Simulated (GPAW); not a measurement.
# Co1 on Ru4 0001: moments or none

Aim: find out whether Co1 on Ru4 0001 carries moments when they start parallel, and what they gain.

Main program and level: GPAW 26.7.0; PBE; plane waves with GPAW's PAW setups, scalar-relativistic.

## (1) The starting structure

The cell holds 5 atoms: 4 Ru and 1 Co. Its edges and angles: a = 2.706 Å, b = 2.706 Å, c = 20.381 Å, α = 90.0°, β = 90.0°, γ = 120.0°. ideal sites on the substrate's mesh, layer spacings from atomic volumes, unrelaxed, 12 A of vacuum. Vacuum lies along c.

## (2) Run 1 (ferro +)

Parallel moments need no larger cell; this start tests for a ferromagnetic state only.

Contents of order1.py:

```python
import json
import numpy as np
from ase import Atoms
from ase.parallel import paropen, parprint
from gpaw import GPAW

atoms = Atoms(['Ru', 'Ru', 'Ru', 'Ru', 'Co'],
    cell=[[2.706, 0.0, 0.0],
         [-1.353, 2.343465, 0.0],
         [0.0, 0.0, 20.3814]],
    scaled_positions=[[0.0, 0.0, 0.294386],
         [0.333333, 0.666667, 0.399611],
         [0.0, 0.0, 0.504836],
         [0.333333, 0.666667, 0.610061],
         [0.0, 0.0, 0.705614]],
    pbc=True,
    magmoms=[0.0, 0.0, 0.0, 0.0, 1.8])
atoms.calc = GPAW(mode={'name': 'pw', 'ecut': 450},
    xc='PBE',
    kpts={'size': (18, 18, 1), 'gamma': True},
    occupations={'name': 'fermi-dirac', 'width': 0.05},
    convergence={'density': 1e-05, 'energy': 1e-05},
    maxiter=250,
    mixer={'name': 'pulay', 'beta': 0.03, 'nmaxold': 8, 'weight': 100},
    symmetry={'tolerance': 1e-4},
    txt='order1.txt')
e = atoms.get_potential_energy(force_consistent=True)
res = {'free_energy': e, 'energy_sigma0': atoms.get_potential_energy(), 'fermi_energy': atoms.calc.get_fermi_level()}
res['moments'] = atoms.get_magnetic_moments().tolist()
res['total'] = atoms.get_magnetic_moment()
parprint('site moments (muB):', np.round(res['moments'], 3))
parprint(f"total moment: {res['total']:.3f} muB")
parprint(f'free energy: {e:.6f} eV')
atoms.calc.write('order1.gpw')
with paropen('results.json', 'w') as f:
    json.dump(res, f)
```

On the command line:

```bash
$ OMP_NUM_THREADS=1 mpirun -n 4 gpaw python order1.py > order1.log
```

Numbers of over 12 decimals in the logs are rounded to 6 here.

Log:

```text
site moments (muB): [ 0.071  0.008 -0.076  0.153  1.662]
total moment: 1.810 muB
free energy: -43.634872 eV

--- order1.txt ---
Input parameters:
  mode=PW(ecut=450),
  convergence={'density': 1e-05, 'energy': 1e-05},
  kpts=MonkhorstPack(size=(18, 18, 1), gamma=True),
  maxiter=250,
  mixer=Pulay(name='pulay', nmaxold=8, beta=0.03, weight=100, sigma=0.015, g_ss=None),
  occupations=Occupations(name='fermi-dirac', width=0.05),
  symmetry=Symmetry(tolerance=0.0001),
  xc=XC(name='PBE')

Diagonalizing LCAO Hamiltonian
Converting LCAO to pw mode

       Co

        Ru

       Ru

        Ru

       Ru

Atoms  # Å, Bohr magnetons
|   | symbol |         x |        y |         z |    initial magnetic moments |
|---|--------|-----------|----------|-----------|-----------------------------|
| 0 |     Ru |  0.000000 | 0.000000 |  5.999999 | ( 0.0000,  0.0000,  0.0000) |
| 1 |     Ru | -0.000001 | 1.562311 |  8.144632 | ( 0.0000,  0.0000,  0.0000) |
| 2 |     Ru |  0.000000 | 0.000000 | 10.289264 | ( 0.0000,  0.0000,  0.0000) |
| 3 |     Ru | -0.000001 | 1.562311 | 12.433897 | ( 0.0000,  0.0000,  0.0000) |
| 4 |     Co |  0.000000 | 0.000000 | 14.381401 | ( 0.0000,  0.0000,  1.8000) |

Unit cell  # Å
| periodic |         x |        y |         z |   lengths |     angles |
|----------|-----------|----------|-----------|-----------|------------|
|      yes |  2.706000 | 0.000000 |  0.000000 |  2.706000 |  90.000000 |
|      yes | -1.353000 | 2.343465 |  0.000000 |  2.706000 |  90.000000 |
|      yes |  0.000000 | 0.000000 | 20.381400 | 20.381400 | 119.999997 |

Number of symmetries: 6

BZ-sampling:
  Number of BZ points: 324
  Number of IBZ points: 37

  Monkhorst-Pack size: [18, 18, 1]
  Monkhorst-Pack shift: [0.027778, 0.027778, 0.0]

K-points  # in reciprocal-cell coordinates
|     |                                coordinates |     weight |
|-----|--------------------------------------------|------------|
|   0 | ( -0.00000000,  -0.00000000,   0.00000000) | 0.00308642 |
|   1 | (  0.05555556,  -0.00000000,   0.00000000) | 0.01851852 |
|   2 | (  0.11111111,  -0.05555556,   0.00000000) | 0.01851852 |
|   3 | (  0.11111111,  -0.00000000,   0.00000000) | 0.01851852 |
|   4 | (  0.16666667,  -0.05555556,   0.00000000) | 0.03703704 |
|   5 | (  0.16666667,  -0.00000000,   0.00000000) | 0.01851852 |
|   6 | (  0.22222222,  -0.11111111,   0.00000000) | 0.01851852 |
|   7 | (  0.22222222,  -0.05555556,   0.00000000) | 0.03703704 |
|   8 | (  0.22222222,  -0.00000000,   0.00000000) | 0.01851852 |
|   9 | (  0.27777778,  -0.11111111,   0.00000000) | 0.03703704 |
| ... |                                            |            |
|  36 | (  0.50000000,   0.50000000,   0.00000000) | 0.00925926 |

Plane wave coefficients: 2831
Cutoff: 450.000000 eV

Spin-components: 2 (collinear spins)
Bands:           49
Projectors:      30
Spin-degeneracy: 1
Datatype:        complex128

Parallelization:
  kpt:    4
  domain: 1
  band:   1

Density:
  Valence electrons: 73.0
  Components: 2
  Grid points: [ 14  14 100]
  Charge: 0.0  # |e|

Potential:
  Grid points: [ 14  14 100]

species:
  Ru:
    name:    Ruthenium
    Z:       44.0
    valence: 16
    core:    28
    charge:  0.0  # [|e|]
    compensation charges:
      type: gauss
      rc: 0.39  # [Å]
      lmax: 2
    cutoffs:
      filter: 2.16  # [Å]
      core: 1.30  # [Å]
    projectors
    | kind |    occ | energy [eV] | rcut [Å] |
    |------|--------|-------------|----------|
    |   4s |  2.000 |     -76.316 |    1.281 |
    |   5s |  1.000 |      -4.236 |    1.281 |
    |   4p |  6.000 |     -46.423 |    1.286 |
    |   5p |  0.000 |      -0.913 |    1.286 |
    |   4d |  7.000 |      -5.203 |    1.254 |
    |    d |        |      22.008 |    1.254 |

    Using partial waves for Ru as LCAO basis

  Co:
    name:    Cobalt
    Z:       27.0
    valence: 9
    core:    18
    charge:  0.0  # [|e|]
    compensation charges:
      type: gauss
      rc: 0.32  # [Å]
      lmax: 2
    cutoffs:
      filter: 1.87  # [Å]
      core: 2.55  # [Å]
    projectors
    | kind |    occ | energy [eV] | rcut [Å] |
    |------|--------|-------------|----------|
    |   4s |  2.000 |      -5.469 |    1.005 |
    |   4p |  0.000 |      -1.277 |    1.058 |
    |   3d |  7.000 |      -8.205 |    1.005 |
    |    s |        |      21.742 |    1.005 |
    |    p |        |      25.934 |    1.058 |
    |    d |        |      19.007 |    1.005 |

    Using partial waves for Co as LCAO basis

Reference energy: -530883.209837  # eV

eigensolver:
  PPCG
  Converge bands: occupied
  niter=2

density mixing:
  Pulay-Mixer
  Linear mixing parameters: 0.03
  Old densities: 8
  Fourier metric: weight=100, sigma=0.015

occupation numbers:
  Fermi-Dirac:
    width: 0.0500  # eV

poisson solver:
  ecut: 3600.000000  # eV

xc functional:
  name: PBE with 2 nearest neighbor stencil

convergence criteria:
- Maximum integral of absolute [dens]ity change: 1e-05 electrons / valence electron
- Maximum [total energy] change in last 3 cyles: 1e-05 eV / valence electron
- Maximum integral of absolute [eigenst]ate change: 4e-08 eV^2 / valence electron
maximum number of iterations: 250

SCF iterations
|iter     |      energy | eigst |  dens |  magmom |
|---------|-------------|-------|-------|---------|
|iter:   1|       0s |  -50.684266 | +0.26 |       |  +1.8026|
|iter:   2|       5s |  -56.893068 | -1.11 | -0.84 |  +1.7574|
|iter:   3|      10s |  -47.227396 | -1.40 | -0.74 |  +1.7669|
|iter:   4|      15s |  -45.793830 | -1.92 | -0.94 |  +1.7285|
|iter:   5|      19s |  -45.505924 | -2.76 | -1.14 |  +1.7306|
|iter:   6|      24s |  -44.267039 | -0.95 | -1.14 |  +1.6431|
|iter:   7|      29s |  -44.957060 | -2.14 | -1.32 |  +1.6310|
|iter:   8|      34s |  -44.309119 | -2.08 | -1.19 |  +1.6616|
|iter:   9|      38s |  -43.833957 | -1.90 | -1.31 |  +1.6979|
|iter:  10|      43s |  -43.617720 | -2.74 | -1.47 |  +1.6777|
[... 35 iterations left out ...]
|iter:  46|     194s |  -43.606066c| -7.74c| -4.45 |  +1.8073|
|iter:  47|     196s |  -43.606066c| -8.19c| -4.47 |  +1.8075|
|iter:  48|     198s |  -43.606066c| -7.89c| -4.48 |  +1.8079|
|iter:  49|     200s |  -43.606067c| -8.27c| -4.60 |  +1.8079|
|iter:  50|     203s |  -43.606067c| -8.45c| -4.62 |  +1.8082|
|iter:  51|     205s |  -43.606067c| -8.34c| -4.63 |  +1.8086|
|iter:  52|     207s |  -43.606067c| -8.36c| -4.68 |  +1.8091|
|iter:  53|     209s |  -43.606067c| -7.86c| -4.74 |  +1.8096|
|iter:  54|     212s |  -43.606067c| -7.89c| -4.92 |  +1.8098|
|iter:  55|     214s |  -43.606067c| -8.31c| -5.36c|  +1.8099|

Converged in 55 steps
Energy contributions relative to reference atoms: (reference = -530883.209837)

Energy contributions:
  Kinetic:          -9.102031
  Coulomb:          -5.194237
  Zero:             -0.548766
  External:          0.000000
  Xc:              -28.732228
  Entropy:          -0.057609
  Spinorbit:         0.000000
  ----------------------------
  Free energy:     -43.634872
  Extrapolated:    -43.606067

dipole moment: (-19.517536, -18.967953, 0.036038)  # |e|*Ang

Total magnetic moment: (0.000000, 0.000000, 1.809927)

Local magnetic moments
|        x |        y |         z |
|----------|----------|-----------|
| 0.000000 | 0.000000 |  0.071105 |  # Ru   0
| 0.000000 | 0.000000 |  0.008229 |  # Ru   1
| 0.000000 | 0.000000 | -0.076036 |  # Ru   2
| 0.000000 | 0.000000 |  0.152861 |  # Ru   3
| 0.000000 | 0.000000 |  1.662006 |  # Co   4

Fermi level: 4.256
Eigenvalues  # (at kpt = [-0.000, -0.000, 0.000])
| band index |      eig [eV] | occ [0-1] |      eig [eV] | occ [0-1] |
|------------|---------------|-----------|---------------|-----------|
|          0 |       -68.936 |     1.000 |       -68.938 |     1.000 |
|        ... |               |           |               |           |
|         31 |         1.968 |     1.000 |         2.847 |     1.000 |
|         32 |         2.305 |     1.000 |         2.992 |     1.000 |
|         33 |         2.305 |     1.000 |         2.992 |     1.000 |
|         34 |         2.758 |     1.000 |         3.574 |     1.000 |
|         35 |         2.758 |     1.000 |         3.574 |     1.000 |
|         36 |         2.879 |     1.000 |         3.590 |     1.000 |
|         37 |         3.529 |     1.000 |         4.218 |     0.680 |
|         38 |         3.529 |     1.000 |         4.218 |     0.680 |
|         39 |         4.398 |     0.055 |         4.604 |     0.001 |
|         40 |         4.398 |     0.055 |         4.749 |     0.000 |
|         41 |         4.553 |     0.003 |         4.749 |     0.000 |
|         42 |         5.084 |     0.000 |         5.271 |     0.000 |
|         43 |         5.084 |     0.000 |         5.271 |     0.000 |
|         44 |         5.355 |     0.000 |         5.410 |     0.000 |
|         45 |         5.355 |     0.000 |         5.410 |     0.000 |
|         46 |         5.373 |     0.000 |         5.414 |     0.000 |
|        ... |               |           |               |           |
|         48 |         9.570 |     0.000 |         9.607 |     0.000 |

No gap
No difference between direct/indirect transitions
```

The job ended after 3.7 min (4 MPI ranks of Arm Neoverse V1, shared host; peak memory 0.98 GiB).

Spin moment in the augmentation sphere by atom:

| atom | spin moment in the augmentation sphere (μB) |
| --- | --- |
| Ru1 | 0.07 |
| Ru2 | 0.01 |
| Ru3 | -0.08 |
| Ru4 | 0.15 |
| Co5 | 1.66 |

Read from the output:

| Quantity | Value |
| --- | --- |
| magnetization | 1.810 μB |
| final state | ferromagnetic |

After 55 cycles the largest moment stands at 1.66 μB.

## (3) Run 2 (no spin polarisation)

A run without seeds gives the energy of the state without moments.

nospin.py is the script of step 2 with these lines changed:

```diff
@@ -15,4 +15,3 @@
          [0.0, 0.0, 0.705614]],
-    pbc=True,
-    magmoms=[0.0, 0.0, 0.0, 0.0, 1.8])
+    pbc=True)
 atoms.calc = GPAW(mode={'name': 'pw', 'ecut': 450},
@@ -25,11 +24,7 @@
     symmetry={'tolerance': 1e-4},
-    txt='order1.txt')
+    txt='nospin.txt')
 e = atoms.get_potential_energy(force_consistent=True)
 res = {'free_energy': e, 'energy_sigma0': atoms.get_potential_energy(), 'fermi_energy': atoms.calc.get_fermi_level()}
-res['moments'] = atoms.get_magnetic_moments().tolist()
-res['total'] = atoms.get_magnetic_moment()
-parprint('site moments (muB):', np.round(res['moments'], 3))
-parprint(f"total moment: {res['total']:.3f} muB")
 parprint(f'free energy: {e:.6f} eV')
-atoms.calc.write('order1.gpw')
+atoms.calc.write('nospin.gpw')
 with paropen('results.json', 'w') as f:
```

On the command line:

```bash
$ OMP_NUM_THREADS=1 mpirun -n 4 gpaw python nospin.py > nospin.log
```

Log:

```text
free energy: -43.428978 eV

--- nospin.txt ---
Input parameters:
  mode=PW(ecut=450),
  convergence={'density': 1e-05, 'energy': 1e-05},
  kpts=MonkhorstPack(size=(18, 18, 1), gamma=True),
  maxiter=250,
  mixer=Pulay(name='pulay', nmaxold=8, beta=0.03, weight=100, sigma=0.015, g_ss=None),
  occupations=Occupations(name='fermi-dirac', width=0.05),
  symmetry=Symmetry(tolerance=0.0001),
  xc=XC(name='PBE')

Diagonalizing LCAO Hamiltonian
Converting LCAO to pw mode

       Co

        Ru

       Ru

        Ru

       Ru

Atoms  # Å, Bohr magnetons
|   | symbol |         x |        y |         z |    initial magnetic moments |
|---|--------|-----------|----------|-----------|-----------------------------|
| 0 |     Ru |  0.000000 | 0.000000 |  5.999999 | ( 0.0000,  0.0000,  0.0000) |
| 1 |     Ru | -0.000001 | 1.562311 |  8.144632 | ( 0.0000,  0.0000,  0.0000) |
| 2 |     Ru |  0.000000 | 0.000000 | 10.289264 | ( 0.0000,  0.0000,  0.0000) |
| 3 |     Ru | -0.000001 | 1.562311 | 12.433897 | ( 0.0000,  0.0000,  0.0000) |
| 4 |     Co |  0.000000 | 0.000000 | 14.381401 | ( 0.0000,  0.0000,  0.0000) |

Unit cell  # Å
| periodic |         x |        y |         z |   lengths |     angles |
|----------|-----------|----------|-----------|-----------|------------|
|      yes |  2.706000 | 0.000000 |  0.000000 |  2.706000 |  90.000000 |
|      yes | -1.353000 | 2.343465 |  0.000000 |  2.706000 |  90.000000 |
|      yes |  0.000000 | 0.000000 | 20.381400 | 20.381400 | 119.999997 |

Number of symmetries: 6

BZ-sampling:
  Number of BZ points: 324
  Number of IBZ points: 37

  Monkhorst-Pack size: [18, 18, 1]
  Monkhorst-Pack shift: [0.027778, 0.027778, 0.0]

Plane wave coefficients: 2831
Cutoff: 450.000000 eV

Spin-components: 1 (collinear spins)
Bands:           48
Projectors:      30
Spin-degeneracy: 2
Datatype:        complex128

Parallelization:
  kpt:    4
  domain: 1
  band:   1

Density:
  Valence electrons: 73.0
  Components: 1
  Grid points: [ 14  14 100]
  Charge: 0.0  # |e|

Potential:
  Grid points: [ 14  14 100]

[... setups left out ...]
Reference energy: -530883.209837  # eV

eigensolver:
  PPCG
  Converge bands: occupied
  niter=2

density mixing:
  Pulay-Mixer
  Linear mixing parameters: 0.03
  Old densities: 8
  Fourier metric: weight=100, sigma=0.015

occupation numbers:
  Fermi-Dirac:
    width: 0.0500  # eV

poisson solver:
  ecut: 3600.000000  # eV

xc functional:
  name: PBE with 2 nearest neighbor stencil

convergence criteria:
- Maximum integral of absolute [dens]ity change: 1e-05 electrons / valence electron
- Maximum [total energy] change in last 3 cyles: 1e-05 eV / valence electron
- Maximum integral of absolute [eigenst]ate change: 4e-08 eV^2 / valence electron
maximum number of iterations: 250

SCF iterations
|iter     |      energy | eigst |  dens |
|---------|-------------|-------|-------|
|iter:   1|       0s |  -51.368088 | +0.26 |       |
|iter:   2|       2s |  -56.729914 | -1.06 | -0.92 |
|iter:   3|       5s |  -47.819219 | -1.33 | -0.75 |
|iter:   4|       7s |  -45.959415 | -1.54 | -0.98 |
|iter:   5|      10s |  -45.814777 | -2.02 | -1.15 |
|iter:   6|      12s |  -49.746456 | -1.08 | -1.09 |
|iter:   7|      15s |  -45.598517 | -1.79 | -0.88 |
|iter:   8|      17s |  -47.728709 | -1.83 | -1.15 |
|iter:   9|      19s |  -43.640986 | -1.65 | -0.97 |
|iter:  10|      22s |  -43.514400 | -2.91 | -1.61 |
[... 18 iterations left out ...]
|iter:  29|      68s |  -43.397285c| -7.47c| -4.03 |
|iter:  30|      71s |  -43.397286c| -7.47c| -4.20 |
|iter:  31|      73s |  -43.397287c| -7.68c| -4.40 |
|iter:  32|      76s |  -43.397287c| -8.07c| -4.50 |
|iter:  33|      77s |  -43.397287c| -7.60c| -4.60 |
|iter:  34|      78s |  -43.397287c| -8.37c| -4.72 |
|iter:  35|      79s |  -43.397287c| -7.88c| -4.77 |
|iter:  36|      80s |  -43.397288c| -8.47c| -4.83 |
|iter:  37|      81s |  -43.397288c| -8.30c| -4.91 |
|iter:  38|      83s |  -43.397288c| -8.70c| -5.08c|

Converged in 38 steps
Energy contributions relative to reference atoms: (reference = -530883.209837)

Energy contributions:
  Kinetic:         -12.870319
  Coulomb:          -2.112335
  Zero:             -0.537887
  External:          0.000000
  Xc:              -27.845056
  Entropy:          -0.063380
  Spinorbit:         0.000000
  ----------------------------
  Free energy:     -43.428978
  Extrapolated:    -43.397288

dipole moment: (-19.514862, -18.963436, 0.022622)  # |e|*Ang

Fermi level: 4.206
Eigenvalues  # (at kpt = [-0.000, -0.000, 0.000])
| band index |      eig [eV] | occ [0-2] |
|------------|---------------|-----------|
|          0 |       -68.974 |     2.000 |
|        ... |               |           |
|         31 |         2.672 |     2.000 |
|         32 |         2.687 |     2.000 |
|         33 |         2.687 |     2.000 |
|         34 |         3.063 |     2.000 |
|         35 |         3.306 |     2.000 |
|         36 |         3.306 |     2.000 |
|         37 |         3.847 |     1.998 |
|         38 |         3.847 |     1.998 |
|         39 |         4.532 |     0.003 |
|         40 |         4.532 |     0.003 |
|         41 |         4.592 |     0.001 |
|         42 |         5.110 |     0.000 |
|         43 |         5.110 |     0.000 |
|         44 |         5.325 |     0.000 |
|         45 |         5.325 |     0.000 |
|         46 |         5.402 |     0.000 |
|         47 |         8.756 |     0.000 |

No gap
No difference between direct/indirect transitions
```

The job ended after 90 s (4 MPI ranks; peak memory 0.85 GiB; 6 min of CPU time).

This step gave:

- final state: non-magnetic (no spin polarisation)

It lies 206 meV a seeded atom over the first start.

## (4) The states side by side

These are free energies at a smearing of 0.05 eV, so its entropy term is in the differences. They are divided by the number of seeded atoms, so that cells of unlike size compare.

Orders:

| start | final state | typed order kept | energy over the lowest (meV a seeded atom) | largest site moment (μB) | net moment (μB a primitive cell) | mesh matched | CPU time (s) |
| --- | --- | --- | --- | --- | --- | --- | --- |
| ferro + | ferromagnetic | yes | 0 | 1.662 | 1.81 | yes | 897 |
| no spin polarisation | non-magnetic | - | 205.9 | 0 | 0 | yes | 358 |

## (5) What came out

```
lower run                          : with moments
largest site moment                : 1.66 μB
energy gained by spin polarisation : 206 meV a seeded atom
```

In words: The crystal holds moments, up to 1.66 μB, and gains 206 meV a seeded atom by them. No antiferromagnetic order was tried, so the session says nothing on how the moments order.

[Logs and program files are shortened in this print: banners, set-up blocks, solver, clock and traceback lines can be left out without a mark of their own.]

[Logs are printed without paths, hosts, clocks, repeated set-up lines and the standing remarks that a program may print on its own settings, such as how far it seeks lower states.]

[Hosts, paths, dates, database ids (printed as entryN), source tags and the programs' standing remarks are cut or masked in the printed files.]

[Where a cell is said to come from a database of computed structures, the database is the Materials Project.]
